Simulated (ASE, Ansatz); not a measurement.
## Rh(111) slab (48 atoms): from recipe to cell

The cell is an input for a DFT calculation. Recipe: fcc Rh (a = 3.803 Å), (111) slab of 4 repeat layers, 4 x 3 surface cells, 12 Å of vacuum; atoms within 2.63 Å of the bottom held; every coordinate displaced by a Gaussian of 0.03 Å.

Q: How is this cell built with ASE?

build.py (ASE 3.29.0):

```python
from ase import Atoms
from ase.build import bulk, make_supercell, surface
from ase.constraints import FixAtoms

u = bulk('Rh', 'fcc', a=3.803)
atoms = surface(u, [1, 1, 1], 4, vacuum=5)
atoms.set_cell(atoms.cell.cellpar(), scale_atoms=True)  # standard orientation
atoms.set_tags(0)
atoms = make_supercell(atoms, [[4, 0, 0], [-3, 3, 0], [0, 0, 1]])
atoms.set_cell(atoms.cell.cellpar(), scale_atoms=True)  # standard orientation
atoms.center(vacuum=6, axis=2); atoms.pbc = True
atoms.rattle(0.03, seed=95508)
atoms.set_constraint(FixAtoms(mask=atoms.positions[:, 2] < atoms.positions[:, 2].min() + 2.63))
atoms.wrap()
atoms.write('structure.xyz')
print(atoms.get_chemical_formula(), len(atoms), 'atoms; cell', atoms.cell.cellpar().round(3))
```

```console
$ python build.py
Rh48 48 atoms; cell [ 10.757   8.067  18.587  90.     90.    120.   ]
```

The cell holds 48 atoms: 48 Rh. Cell: a = 10.757 Å, b = 8.067 Å, c = 18.587 Å, α = 90.0°, β = 90.0°, γ = 120.0°. It derives from Rh (fcc). Vacuum lies along c.

```xyz
48
Lattice="10.7565 0.0000 0.0000 -4.0337 6.9866 0.0000 0.0000 0.0000 18.5870" Properties=species:S:1:pos:R:3
Rh   -2.6507    4.6626    5.9895
Rh    0.0204    6.1701    8.2002
Rh   -1.3304    5.4719   10.3879
Rh   -2.6497    4.6262   12.6068
Rh   -1.3638    2.3711    5.9809
Rh    1.3354    3.8715    8.1682
Rh    0.0024    3.1160   10.4076
Rh   -1.3400    2.3272   12.5839
Rh    0.0118    4.6824    6.0411
Rh    2.6903    6.1629    8.2361
Rh    1.3614    5.4314   10.3996
Rh   -0.0200    4.6793   12.5719
Rh   10.7499    0.0024    6.0164
Rh    2.6533    1.5317    8.2205
Rh    1.3560    0.7261   10.4321
Rh    0.0440    0.0219   12.5908
Rh    1.3746    2.3514    6.0016
Rh    4.0087    3.8864    8.1612
Rh    2.7338    3.0832   10.3886
Rh    1.3143    2.2955   12.6668
Rh    2.6722    4.6408    6.0042
Rh    5.3592    6.1589    8.2141
Rh    4.0509    5.3974   10.3905
Rh    2.6831    4.6910   12.5864
Rh    2.7534    0.0608    5.9672
Rh    5.3892    1.5410    8.2560
Rh    4.0280    0.7757   10.4314
Rh    2.6865    0.0201   12.5715
Rh    4.0330    2.3347    5.9716
Rh    6.6533    3.8753    8.2106
Rh    5.3762    3.0905   10.4139
Rh    3.9941    2.3330   12.6328
Rh    5.3951    4.6447    5.9640
Rh   -2.7059    6.1963    8.2394
Rh    6.7670    5.4276   10.3544
Rh    5.3561    4.6749   12.5550
Rh    1.3170    6.9683    6.0272
Rh    8.0822    1.5619    8.1939
Rh    6.7030    0.7756   10.3504
Rh    1.3296    6.9651   12.5373
Rh    6.7045    2.3298    5.9726
Rh   -1.3369    3.8520    8.1928
Rh    8.1131    3.0887   10.3704
Rh    6.7068    2.3462   12.6009
Rh    4.0118    6.9781    6.0023
Rh   -0.0200    1.5772    8.1965
Rh    9.4370    0.7279   10.3675
Rh    4.0361    6.9523   12.5934
```

Bonds by pair of elements; cutoffs follow the first minimum of g(r), held within bounds set by covalent radii, and pairs that aren't listed don't count as bonded:

```csv
pair A-B,cutoff (Å),bonds,mean length (Å),spread (Å),shortest (Å),B about A,A about B
Rh-Rh,3.12,252,2.69,0.039,2.59,10.5,10.5
```

How many atoms have how many bonded neighbours:

```csv
element,mean,9,12
Rh,10.5,24,24
```

[Logs are printed without paths, hosts, clocks, repeated set-up lines and the standing remarks that a program may print on its own settings, such as how far it seeks lower states.]

[Hosts, paths, dates, database ids (printed as entryN), source tags and the programs' standing remarks are cut or masked in the printed files.]
